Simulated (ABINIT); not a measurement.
An input for ABINIT 10.8.3 (MgO (Periclase)):

```
acell 3*1.0 Angstrom
rprim 
  -0.000000000000 2.108500000000 2.108500000000
  2.108500000000 0.000000000000 2.108500000000
  2.108500000000 2.108500000000 0.000000000000
ntypat 2
znucl 12 8
natom 2
typat 1 2
xred 
  0.000000000000 0.000000000000 0.000000000000
  0.500000000000 0.500000000000 0.500000000000
pp_dirpath "pseudos"
pseudos "Mg.upf, O.upf"
ecut 38
ngkpt 6 6 6
nshiftk 1
shiftk 0 0 0
kptopt 1
chksymbreak 0
istwfk *1
occopt 1
irdwfk 1
optdriver 3
nband 63
ecuteps 11.2
inclvkb 2
awtr 1
symchi 1
indata_prefix "in"
outdata_prefix "out"
tmpdata_prefix "tmp"
```

The database entry behind the starting cell differs from later determinations by our own check (about 0.1 % long), so it need not match the best structure at ambient conditions.

```sh
OMP_NUM_THREADS=1 mpirun -n 4 abinit run.abi > log
```

Question: How long will it take on 4 MPI ranks of Arm Neoverse V2, shared host, and how much memory?

It took 47 s; on shared hardware allow 24 s to 95 s. Peak host memory was 0.65 GiB.

[Paths, hosts, dates, memory and timing lines, banners, echoed tables and standing remarks are left out of the program output.]

[Logs are printed without paths, hosts, clocks, repeated set-up lines and the standing remarks that a program may print on its own settings, such as how far it seeks lower states.]

[Runs of the session that timed out or met a known fault of the program may be left out.]

[Hosts, paths, dates, database ids (printed as entryN), source tags and the programs' standing remarks are cut or masked in the printed files.]

[G0W0 gaps are taken among the corrected bands and points alone; a level outside them can change the order at an edge.]

[Where Ansatz stands beside ABINIT at settings called matched, ABINIT's density can come from a denser mesh and the files from another edition; pairs whose starting gaps differed by over 0.03 eV were left out, so agreement reads better than it is.]
